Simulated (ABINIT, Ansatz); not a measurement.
# Lattice dynamics of Sn (Fd-3m) in two programs

How does Sn (Fd-3m) vibrate, and is this structure a minimum?

Program: ABINIT 10.8.3. Level of theory: DFT LDA, scalar-relativistic, plane waves, PseudoDojo norm-conserving pseudopotentials. Results are calculated unless marked as measured.

The database entry behind the starting cell differs from later determinations by our own check (about 0.3 % short, nanocrystals), so it need not match the best structure at ambient conditions.

### Step 1. Set-up

It takes space group Fd-3m (No. 227, cubic). The conventional cell has a = 6.467 Å, b = 6.467 Å, c = 6.467 Å, α = 90.00°, β = 90.00°, γ = 90.00°. Nearest to Sn lie 4 Sn at 2.80 Å.

### Step 2. A first look

A first run with smearing and empty bands tells whether the crystal has a gap, which decides between fixed occupations and smearing later on.

The input, probe.abi:

```
# ground state
tolvrs 1.0d-08
prtden 1
prtwf 1

# basis, mesh and filling
ecut 32.0
ngkpt 6 6 6
nshiftk 1
shiftk 0.0 0.0 0.0
istwfk *1
occopt 7
tsmear 0.005
nband 21
nstep 100
diemac 9.0
prtebands 0
prtgsr 0
useylm 1

# cell and atoms
acell 3*1.0 Angstrom
rprim 
    0.0 3.2333428 3.2333428
    3.2333428 0.0 3.2333428
    3.2333428 3.2333428 0.0
ntypat 1
znucl 50
natom 2
typat 1 1
xred 
    0.0 0.0 0.0
    0.25 0.25 0.25
pp_dirpath "./pseudo"
pseudos "Sn.upf"
```

Run with:

```console
> OMP_NUM_THREADS=1 mpirun -n 8 abinit probe.abi > probe.log
```

Numbers of over 12 decimals in the logs are rounded to 6 here.

probe.abo, the main output file:

```text
[banners, grids, parts of the stress and lines that vanish by symmetry left out]
- input  file    -> probe.abi
- output file    -> probe.abo
- root for input  files -> probei
[...]
Symmetries : space group Fd -3 m (#227); Bravais cF (face-center cubic)
[...]
mpw =        3984          nfft =      110592          nkpt =          16
[...]
== DATASET  1 ==================================================================
[...]
cutoff_energies: {ecut:  32.0, pawecutdg:  -1.0, }
[...]
ETOT  1  -156.97063371709    -1.570E+02 5.124E-01 7.861E+00
 ETOT  2  -157.15437221370    -1.837E-01 1.250E-02 2.682E+00
 ETOT  3  -157.15503174500    -6.595E-04 4.773E-04 1.180E-01
 ETOT  4  -157.15503565793    -3.913E-06 2.282E-04 3.513E-02
 ETOT  5  -157.15504252294    -6.865E-06 1.525E-04 9.098E-04
 ETOT  6  -157.15504273981    -2.169E-07 4.605E-05 2.585E-05
 ETOT  7  -157.15504274598    -6.172E-09 5.307E-05 1.236E-07
 ETOT  8  -157.15504274600    -1.575E-11 1.600E-05 1.012E-09
 At SCF step    8       vres2   =  1.01E-09 < tolvrs=  1.00E-08 =>converged.
[...]
sigma(1 1)=  3.08433208E-05  sigma(3 2)=  0.00000000E+00
  sigma(2 2)=  3.08433208E-05  sigma(3 1)=  0.00000000E+00
  sigma(3 3)=  3.08433208E-05  sigma(2 1)=  0.00000000E+00
[...]
convergence: {deltae: -1.575E-11, res2:  1.012E-09, residm:  1.600E-05, diffor: null, }
etotal    :  -1.57155043E+02
[...]
sigma(1 1)=  3.08433208E-05  sigma(3 2)=  0.00000000E+00
  sigma(2 2)=  3.08433208E-05  sigma(3 1)=  0.00000000E+00
  sigma(3 3)=  3.08433208E-05  sigma(2 1)=  0.00000000E+00
[...]
- sigma(1 1)=  9.07441826E-01  sigma(3 2)=  0.00000000E+00
- sigma(2 2)=  9.07441826E-01  sigma(3 1)=  0.00000000E+00
- sigma(3 3)=  9.07441826E-01  sigma(2 1)=  0.00000000E+00
[...]
fcart     -2.5821401513E-31 -9.4678472213E-31  4.3035669188E-31
           strten      3.0843320759E-05  3.0843320759E-05  3.0843320759E-05
================================================================================

[key lines of the parts left out:]
pressure_GPa:  -9.0744E-01
```

The job ended after 5.6 s (8 MPI ranks of Arm Neoverse V2, shared host).

Read from the output:

```
volume per atom   : 33.80 Å³
pressure          : -0.9074 GPa
gap on the k-mesh : 0 eV
```

No gap opens on this mesh, so smearing is kept; the printed pressure holds the stress of the finite basis too.

### Step 3. Relaxing the cell and atoms

The harmonic expansion needs vanishing forces, and a free crystal bears no stress, so cell and atoms are brought to rest. Stress is more sensitive to the basis than forces are: the last 3 Ha under the cutoff are smoothed with ecutsm, and the cutoff is raised above that of the later runs.

The input, relax.abi:

```
# relaxation
ionmov 2
optcell 2
dilatmx 1.08
ntime 40
tolmxf 1.0d-05
tolvrs 1.0d-14
prtwf 0
prtden 0
chksymtnons 0

# basis, mesh and filling
ecut 40.0
ecutsm 3.0
ngkpt 10 10 10
nshiftk 1
shiftk 0.0 0.0 0.0
istwfk *1
occopt 7
tsmear 0.01
nband 21
nstep 100
diemac 1000000.0
prtebands 0
prtgsr 0
useylm 1

# cell and atoms
acell 3*1.0 Angstrom
rprim 
    0.0 3.2333428 3.2333428
    3.2333428 0.0 3.2333428
    3.2333428 3.2333428 0.0
ntypat 1
znucl 50
natom 2
typat 1 1
xred 
    0.0 0.0 0.0
    0.25 0.25 0.25
pp_dirpath "./pseudo"
pseudos "Sn.upf"
```

Run with:

```console
> OMP_NUM_THREADS=1 mpirun -n 8 abinit relax.abi > relax.log
```

relax.abo, the main output file:

```text
[banners, grids, parts of the stress and lines that vanish by symmetry left out]
- input  file    -> relax.abi
- output file    -> relax.abo
- root for input  files -> relaxi
[...]
Symmetries : space group Fd -3 m (#227); Bravais cF (face-center cubic)
[...]
mpw =        6983          nfft =      157464          nkpt =          47
[...]
== DATASET  1 ==================================================================
[...]
cutoff_energies: {ecut:  40.0, pawecutdg:  -1.0, }
[...]
ETOT  1  -156.87988004763    -1.569E+02 3.157E-01 1.218E+01
 ETOT  2  -157.15625948375    -2.764E-01 2.952E-02 5.960E+00
 ETOT  3  -157.15721489901    -9.554E-04 2.293E-03 6.737E-01
 ETOT  4  -157.15730615264    -9.125E-05 9.544E-04 9.418E-02
 ETOT  5  -157.15731906306    -1.291E-05 2.429E-04 9.763E-04
[...]
At SCF step   10       vres2   =  6.21E-15 < tolvrs=  1.00E-14 =>converged.
[...]
sigma(1 1)= -5.88803157E-06  sigma(3 2)=  0.00000000E+00
  sigma(2 2)= -5.88803157E-06  sigma(3 1)=  0.00000000E+00
  sigma(3 3)= -5.88803157E-06  sigma(2 1)=  0.00000000E+00
[...]
convergence: {deltae:  1.035E-11, res2:  6.208E-15, residm:  2.311E-05, diffor: null, }
etotal    :  -1.57157319E+02
[...]
ETOT  1  -157.15731385670    -1.572E+02 8.677E-06 1.220E-01
[...]
At SCF step    9       vres2   =  2.29E-16 < tolvrs=  1.00E-14 =>converged.
[...]
sigma(1 1)= -5.06840315E-06  sigma(3 2)=  0.00000000E+00
  sigma(2 2)= -5.06840315E-06  sigma(3 1)=  0.00000000E+00
  sigma(3 3)= -5.06840315E-06  sigma(2 1)=  0.00000000E+00
[...]
convergence: {deltae:  3.979E-12, res2:  2.293E-16, residm:  6.827E-07, diffor: null, }
etotal    :  -1.57157321E+02
[...]
ETOT  1  -157.15706517886    -1.572E+02 6.941E-07 4.722E+00
[...]
ETOT  8  -157.15732435694     8.612E-12 3.989E-07 2.856E-12
 ETOT  9  -157.15732435695    -3.496E-12 5.423E-09 9.223E-15
 At SCF step    9       vres2   =  9.22E-15 < tolvrs=  1.00E-14 =>converged.
[...]
sigma(1 1)= -3.08657761E-08  sigma(3 2)=  0.00000000E+00
  sigma(2 2)= -3.08657761E-08  sigma(3 1)=  0.00000000E+00
  sigma(3 3)= -3.08657761E-08  sigma(2 1)=  0.00000000E+00
[...]
convergence: {deltae: -3.496E-12, res2:  9.223E-15, residm:  5.423E-09, diffor: null, }
etotal    :  -1.57157324E+02
[...]
At Broyd/MD step   3, gradients are converged :
[...]
sigma(1 1)= -3.08657761E-08  sigma(3 2)=  0.00000000E+00
  sigma(2 2)= -3.08657761E-08  sigma(3 1)=  0.00000000E+00
  sigma(3 3)= -3.08657761E-08  sigma(2 1)=  0.00000000E+00
[...]
- sigma(1 1)= -9.08102484E-04  sigma(3 2)=  0.00000000E+00
- sigma(2 2)= -9.08102484E-04  sigma(3 1)=  0.00000000E+00
- sigma(3 3)= -9.08102484E-04  sigma(2 1)=  0.00000000E+00
[...]
fcart      3.4384759334E-31  1.7192379667E-31 -4.2980949168E-31
           strten     -3.0865776083E-08 -3.0865776081E-08 -3.0865776079E-08
================================================================================

[key lines of the parts left out:]
pressure_GPa:   9.0810E-04
Total energy (etotal) [Ha]= -1.57157324356946E+02
```

Wall time 76 s (8 MPI ranks).

Step by step:

| step | energy less that of the first step (eV) | largest force (eV/Å) | volume (Å³) |
| --- | --- | --- | --- |
| 1 | 0.0000 | 0.0000 | 67.61 |
| 2 | 0.0000 | 0.0000 | 67.64 |
| 3 | -0.0001 | 0.0000 | 67.86 |

```csv
"conventional cell, symmetrised",before,after,change
a (Å),6.467,6.475,+0.1 %
b (Å),6.467,6.475,+0.1 %
c (Å),6.467,6.475,+0.1 %
volume (Å³/atom),33.80,33.93,+0.4 %
```

Final coordinates:

```xyz
2
Lattice="0.0000 3.2375 3.2375 3.2375 0.0000 3.2375 3.2375 3.2375 0.0000" Properties=species:S:1:pos:R:3 pbc="T T T"
Sn    0.0000    0.0000    0.0000
Sn    1.6187    1.6187    1.6187
```

This step gave:

```
volume per atom : 33.93 Å³
pressure        : 9.08e-4 GPa
```

The volume changes by +0.4 % in this run and stands +0.4 % from the first cell.

### Step 4. Ground state

First-order wavefunctions inherit every error of the ground state, hence the very tight tolvrs. Smearing stays on, as the first look found no gap above 0.3 eV.

The input, gs.abi:

```
# ground state
tolvrs 1.0d-16
prtden 1
prtwf 1

# basis, mesh and filling
ecut 32.0
ngkpt 10 10 10
nshiftk 1
shiftk 0.0 0.0 0.0
istwfk *1
occopt 7
tsmear 0.01
nband 21
nstep 100
diemac 1000000.0
prtebands 0
prtgsr 0
useylm 1

# cell and atoms
acell 3*1.0 Angstrom
rprim 
    0.0 3.237459244 3.237459244
    3.237459244 0.0 3.237459244
    3.237459244 3.237459244 0.0
ntypat 1
znucl 50
natom 2
typat 1 1
xred 
    0.0 0.0 0.0
    0.25 0.25 0.25
pp_dirpath "./pseudo"
pseudos "Sn.upf"
```

Run with:

```console
> OMP_NUM_THREADS=1 mpirun -n 8 abinit gs.abi > gs.log
```

gs.abo, the main output file:

```text
[banners, grids, parts of the stress and lines that vanish by symmetry left out]
- input  file    -> gs.abi
- output file    -> gs.abo
- root for input  files -> gsi
[...]
Symmetries : space group Fd -3 m (#227); Bravais cF (face-center cubic)
[...]
mpw =        3988          nfft =      110592          nkpt =          47
[...]
== DATASET  1 ==================================================================
[...]
cutoff_energies: {ecut:  32.0, pawecutdg:  -1.0, }
[...]
ETOT  1  -156.94669159617    -1.569E+02 5.381E-01 7.817E+00
 ETOT  2  -157.15565287439    -2.090E-01 4.246E-02 2.930E+00
 ETOT  3  -157.15637348204    -7.206E-04 2.853E-03 2.202E-01
 ETOT  4  -157.15639718978    -2.371E-05 1.263E-03 5.324E-02
 ETOT  5  -157.15640723416    -1.004E-05 6.118E-04 7.011E-04
[...]
ETOT 10  -157.15640738843    -1.415E-11 1.095E-05 3.670E-15
 ETOT 11  -157.15640738842     1.083E-11 5.874E-06 6.487E-17
 At SCF step   11       vres2   =  6.49E-17 < tolvrs=  1.00E-16 =>converged.
[...]
sigma(1 1)=  3.72437682E-05  sigma(3 2)=  0.00000000E+00
  sigma(2 2)=  3.72437682E-05  sigma(3 1)=  0.00000000E+00
  sigma(3 3)=  3.72437682E-05  sigma(2 1)=  0.00000000E+00
[...]
convergence: {deltae:  1.083E-11, res2:  6.487E-17, residm:  5.874E-06, diffor: null, }
etotal    :  -1.57156407E+02
[...]
sigma(1 1)=  3.72437682E-05  sigma(3 2)=  0.00000000E+00
  sigma(2 2)=  3.72437682E-05  sigma(3 1)=  0.00000000E+00
  sigma(3 3)=  3.72437682E-05  sigma(2 1)=  0.00000000E+00
[...]
- sigma(1 1)=  1.09574949E+00  sigma(3 2)=  0.00000000E+00
- sigma(2 2)=  1.09574949E+00  sigma(3 1)=  0.00000000E+00
- sigma(3 3)=  1.09574949E+00  sigma(2 1)=  0.00000000E+00
[...]
fcart     -8.5961898281E-32  8.5961898281E-32 -1.0947644253E-47
           strten      3.7243768232E-05  3.7243768232E-05  3.7243768232E-05
================================================================================

[key lines of the parts left out:]
pressure_GPa:  -1.0957E+00
```

Run time: 17 s. Hardware: 8 MPI ranks.

This step gave:

* pressure: -1.096 GPa

The cell stands at -1.1 GPa: the relaxation ran with a smoothed and higher cutoff, and the difference is a stress of the finite basis.

(Part 1 of 5 ends here.)

[Host names and launcher messages were left out of these logs when they were recorded.]

[Logs are printed without paths, hosts, clocks, repeated set-up lines and the standing remarks that a program may print on its own settings, such as how far it seeks lower states.]

[Hosts, paths, dates, database ids (printed as entryN), source tags and the programs' standing remarks are cut or masked in the printed files.]
